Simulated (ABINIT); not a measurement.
# BaTiO3 (R3m): G0W0 with ABINIT, start to end, part 3 of 3

Aim: the G0W0 gap of BaTiO3 (R3m) on LDA, step by step.

ABINIT 10.8.3; LDA and many-body steps on it, plane waves. Known limits of the many-body steps: not at the basis limit; no spin-orbit coupling; coarse k mesh.

So far. Step 4 (Empty states on the mesh, 4×4×4 mesh, 503 bands): On this mesh the gap is 2.348 eV. Step 5 (Screening, 4×4×4 mesh, 495 bands, screening to 274.8 eV): Local fields lower ε∞ by 11 %. On a Γ-centred mesh this coarse the value itself is usually too large, while a short band sum pulls it down.

## 6. Self-energy, 4×4×4 mesh, 495 bands, screening to 274.8 eV

The self-energy is evaluated for the states that the input lists, and the levels follow from it, in one-shot runs by the linearised quasiparticle equation.

This step: G0W0 on LDA, plane waves, norm-conserving pseudopotentials.

File run.abi:

```
acell 3*1.0 Angstrom
rprim 
  2.827366608379 1.632380872429 2.318393493212
  -2.827366608379 1.632380872429 2.318393493212
  -0.000000000000 -3.264761744908 2.318393493176
ntypat 3
znucl 56 22 8
natom 5
typat 1 2 3 3 3
xred 
  0.000000000000 0.000000000000 0.000000000000
  0.484500000000 0.484500000000 0.484500000000
  0.508600000000 0.508600000000 0.017500000000
  0.017500000000 0.508600000000 0.508600000000
  0.508600000000 0.017500000000 0.508600000000
pp_dirpath "pseudos"
pseudos "Ba.upf, Ti.upf, O.upf"
ecut 38
ngkpt 4 4 4
nshiftk 1
shiftk 0 0 0
kptopt 1
chksymbreak 0
istwfk *1
occopt 1
irdwfk 1
optdriver 4
nband 495
gwcalctyp 0
ecutsigx 38
symsigma 1
nkptgw 4
kptgw 
  0.5000000000 0.5000000000 0.5000000000
  0.0000000000 0.0000000000 0.0000000000
  0.5000000000 0.0000000000 0.0000000000
  0.5000000000 0.5000000000 0.0000000000
bdgw 
  18 23
  19 22
  19 22
  19 22
ecuteps 10.1
irdscr 1
ppmodel 1
indata_prefix "in"
outdata_prefix "out"
tmpdata_prefix "tmp"
```

On the command line:

```console
OMP_NUM_THREADS=1 mpirun -n 4 abinit run.abi > log
```

Numbers of over 12 decimals in the logs are rounded to 6 here.

The program printed:

```text
.Version 10.8.3 of ABINIT. v10.8.2 released Aug 2026.

 Symmetries : space group R3 m (#160); Bravais hR (rhombohedral)
[... echo of the input left out ...]
== DATASET  1 ==================================================================
-   mpi_nproc: 4, omp_nthreads: 1 (-1 if OMP is not activated)

--- !DatasetInfo
iteration_state: {dtset: 1, }
dimensions: {natom: 5, nkpt: 13, mband: 495, nsppol: 1, nspinor: 1, nspden: 1, mpw: 4921, }
cutoff_energies: {ecut:  38.0, pawecutdg:  -1.0, }
electrons: {nelect:   4.00000000E+01, charge:   0.00000000E+00, occopt:   1.00000000E+00, tsmear:   1.00000000E-02, }

 SIGMA: Calculation of the GW corrections

 Based on a program developped by R.W. Godby, V. Olevano, G. Onida, and L. Reining.
 Incorporated in ABINIT by V. Olevano, G.-M. Rignanese, and M. Torrent.
.Using double precision arithmetic ; gwpc =  8

[... cell and pseudopotentials left out ...]
--------------------------------------------------------------------------------

 ==== K-mesh for the wavefunctions ====
 Number of points in the irreducible wedge :    13
[... list of points left out ...]
 Together with  6 symmetry operations and time-reversal symmetry
 yields    64 points in the full Brillouin Zone.

 ==== Q-mesh for screening function ====
 Number of points in the irreducible wedge :    13
[... list of points left out ...]
 Together with  6 symmetry operations and time-reversal symmetry
 yields    64 points in the full Brillouin Zone.

 vcoul_init : cutoff-mode = AUXILIARY_FUNCTION
 q-points for optical limit:   1
     1)      0.000010    0.000020    0.000030
 setmesh: FFT mesh size selected  =    45x   45x   45
          total number of points  =        91125

 Number of electrons calculated from density =   40.0000; Expected =   40.0000
 average of density, n =  0.092325
 r_s =    1.3726
 omega_plasma =   29.3100 [eV]

 === KS Band Gaps ===
  >>>> For spin  1
   Minimum direct gap =   2.7310 [eV], located at k-point      :   0.0000  0.0000  0.0000
   Fundamental gap    =   2.3481 [eV], Top of valence bands at :   0.5000  0.5000  0.5000
                                       Bottom of conduction at :   0.0000  0.0000  0.0000
 SIGMA fundamental parameters:
 PLASMON POLE MODEL  1
 number of plane-waves for SigmaX                 4921
 number of plane-waves for SigmaC and W            691
 number of plane-waves for wavefunctions          4921
 number of bands                                   495
 number of independent spin polarizations            1
 number of spinorial components                      1
 number of k-points in IBZ                          13
 number of q-points in IBZ                          13
 number of symmetry operations                       6
 number of k-points in BZ                           64
 number of q-points in BZ                           64
 number of frequencies for dSigma/dE                 9
 frequency step for dSigma/dE [eV]                0.25
 number of omega for Sigma on real axis              0
 max omega for Sigma on real axis  [eV]           0.00
 zcut for avoiding poles [eV]                     0.10

 EPSILON^-1 parameters (SCR file):
 dimension of the eps^-1 matrix on file            691
 dimension of the eps^-1 matrix used               691
 number of plane-waves for wavefunctions          4921
 number of bands                                   495
 number of q-points in IBZ                          13
 number of frequencies                               2
 number of real frequencies                          1
 number of imag frequencies                          1

 matrix elements of self-energy operator (all in [eV])

 Perturbative Calculation

--- !SelfEnergy_ee
iteration_state: {dtset: 1, }
kpoint     : [   0.500,    0.500,    0.500, ]
spin       : 1
KS_gap     :    4.363
QP_gap     :    6.230
Delta_QP_KS:    1.867
data: !SigmaeeData |
     Band     E0 <VxcDFT>   SigX SigC(E0)      Z dSigC/dE  Sig(E)    E-E0       E
       18   6.187 -19.725 -24.882   4.376   0.761  -0.314 -20.320  -0.595   5.592
       19   6.187 -19.725 -24.882   4.376   0.761  -0.314 -20.320  -0.595   5.592
       20   6.203 -19.741 -24.911   4.388   0.761  -0.314 -20.336  -0.596   5.607
       21  10.566 -21.478 -13.087  -6.675   0.741  -0.350 -20.207   1.271  11.837
       22  10.718 -21.654 -13.172  -6.727   0.742  -0.348 -20.352   1.302  12.020
       23  10.718 -21.654 -13.172  -6.727   0.742  -0.348 -20.352   1.302  12.020

--- !SelfEnergy_ee
iteration_state: {dtset: 1, }
kpoint     : [   0.000,    0.000,    0.000, ]
spin       : 1
KS_gap     :    2.731
QP_gap     :    4.508
Delta_QP_KS:    1.777
data: !SigmaeeData |
     Band     E0 <VxcDFT>   SigX SigC(E0)      Z dSigC/dE  Sig(E)    E-E0       E
       19   5.820 -19.947 -24.624   3.895   0.767  -0.304 -20.547  -0.600   5.220
       20   5.820 -19.947 -24.624   3.895   0.767  -0.304 -20.547  -0.600   5.220
       21   8.551 -18.901 -11.858  -5.530   0.778  -0.285 -17.724   1.177   9.728
       22   8.551 -18.901 -11.858  -5.530   0.778  -0.285 -17.724   1.177   9.728

--- !SelfEnergy_ee
iteration_state: {dtset: 1, }
kpoint     : [   0.500,    0.000,    0.000, ]
spin       : 1
KS_gap     :    3.344
QP_gap     :    5.200
Delta_QP_KS:    1.856
data: !SigmaeeData |
     Band     E0 <VxcDFT>   SigX SigC(E0)      Z dSigC/dE  Sig(E)    E-E0       E
[...]
22  10.008 -21.076 -13.263  -6.159   0.749  -0.335 -19.837   1.239  11.247

--- !SelfEnergy_ee
iteration_state: {dtset: 1, }
kpoint     : [   0.500,    0.500,    0.000, ]
spin       : 1
KS_gap     :    3.964
QP_gap     :    5.835
Delta_QP_KS:    1.871
data: !SigmaeeData |
     Band     E0 <VxcDFT>   SigX SigC(E0)      Z dSigC/dE  Sig(E)    E-E0       E
       19   5.370 -18.697 -23.857   4.229   0.765  -0.307 -19.409  -0.712   4.658
       20   6.124 -19.576 -24.727   4.360   0.762  -0.312 -20.179  -0.603   5.521
       21  10.088 -21.227 -13.267  -6.264   0.748  -0.337 -19.958   1.269  11.356
       22  10.088 -21.197 -13.267  -6.264   0.748  -0.337 -19.951   1.246  11.334

== END DATASET(S) ==============================================================
================================================================================

 -outvars: echo values of variables after computation  --------
           etotal      0.0000000000E+00
            nband         495
             nkpt          13
          spgroup         160
 [... the other variables as echoed above ...]

 Calculation completed.
```

The job ended after 12 min (4 MPI ranks of Arm Neoverse V2, shared host; peak memory 5.5 GiB).

This step gave:

| Quantity | Value |
| --- | --- |
| G0W0 gap on the mesh | 4.121 eV |
| starting gap on the mesh | 2.348 eV |
| k of the valence top | 0.5, 0.5, 0.5 |
| k of the conduction bottom | 0, 0, 0 |
| Z at the valence top | 0.761 |
| Z at the conduction bottom | 0.778 |
| least direct G0W0 gap on the computed points | 4.508 eV |

The gap on the mesh goes from 2.35 eV to 4.12 eV, a correction of +1.77 eV.

Limits: finite bands, cutoff and mesh; no spin-orbit coupling; coarse k mesh. v1 is the top filled band, c1 the lowest empty one. Levels before and after the correction, in eV, zero at the valence-band top of each column:

```csv
,conduction bottom,valence top
Kohn-Sham,2.35,0.00
G0W0,4.12,0.00
```

```csv
,level,energy (eV)
Kohn-Sham,(0.5 0.5 0.5) v3-v2,-0.015
Kohn-Sham,(0.5 0.5 0.5) v1,0.000
Kohn-Sham,(0.5 0.5 0.5) c1,4.363
Kohn-Sham,(0.5 0.5 0.5) c2-c3,4.515
Kohn-Sham,Γ v2-v1,-0.383
Kohn-Sham,Γ c1-c2,2.348
G0W0,(0.5 0.5 0.5) v3-v2,-0.015
G0W0,(0.5 0.5 0.5) v1,0.000
G0W0,(0.5 0.5 0.5) c1,6.230
G0W0,(0.5 0.5 0.5) c2-c3,6.413
G0W0,Γ v2-v1,-0.387
G0W0,Γ c1-c2,4.121
```

## 7. Where the time went

Times are wall times on 4 MPI ranks of Arm Neoverse V2, shared host, good to a factor of about two.

```csv
step,time,share,memory (GiB)
ground state,51 s,2 %,0.37
bands along the symmetry lines,39 s,2 %,0.4
empty states on the mesh,4.8 min,11 %,5.4
screening,24 min,57 %,4.8
self-energy,12 min,28 %,5.5
```

## 8. Summary of results

```json
{
 "LDA gap": "2.35 eV, indirect",
 "G0W0 gap on the mesh": "4.12 eV",
 "GW settings": "4×4×4 mesh, 495 bands, screening to 274.8 eV, Godby-Needs plasmon pole",
 "known limits": "not at the basis limit; no spin-orbit coupling; coarse k mesh"
}
```

G0W0 moves the gap on the mesh from 2.35 eV to 4.12 eV (+1.77 eV), with Z of 0.76 and 0.78 at the edges. Local fields lower the RPA ε∞ on this mesh from 6.05 to 5.40; a Γ-centred mesh this coarse tends to raise both, most where the direct gap is narrow, while a short band sum lowers them. The dearest step here is «screening». Bands and cutoff are finite, so the gap is not at the basis limit. The miss can reach some tenths of an eV and take either sign; the mesh is an error of its own. The 4×4×4 mesh is coarse for this cell, which bears on the long-range parts of exchange and screening. The many-body steps are scalar-relativistic: spin-orbit coupling is not in them.

[Paths, hosts, dates, memory and timing lines, banners, echoed tables and standing remarks are left out of the program output.]

[Logs are printed without paths, hosts, clocks, repeated set-up lines and the standing remarks that a program may print on its own settings, such as how far it seeks lower states.]

[Runs of the session that timed out or met a known fault of the program may be left out.]

[Hosts, paths, dates, database ids (printed as entryN), source tags and the programs' standing remarks are cut or masked in the printed files.]

[G0W0 gaps are taken among the corrected bands and points alone; a level outside them can change the order at an edge.]

[Where Ansatz stands beside ABINIT at settings called matched, ABINIT's density can come from a denser mesh and the files from another edition; pairs whose starting gaps differed by over 0.03 eV were left out, so agreement reads better than it is.]
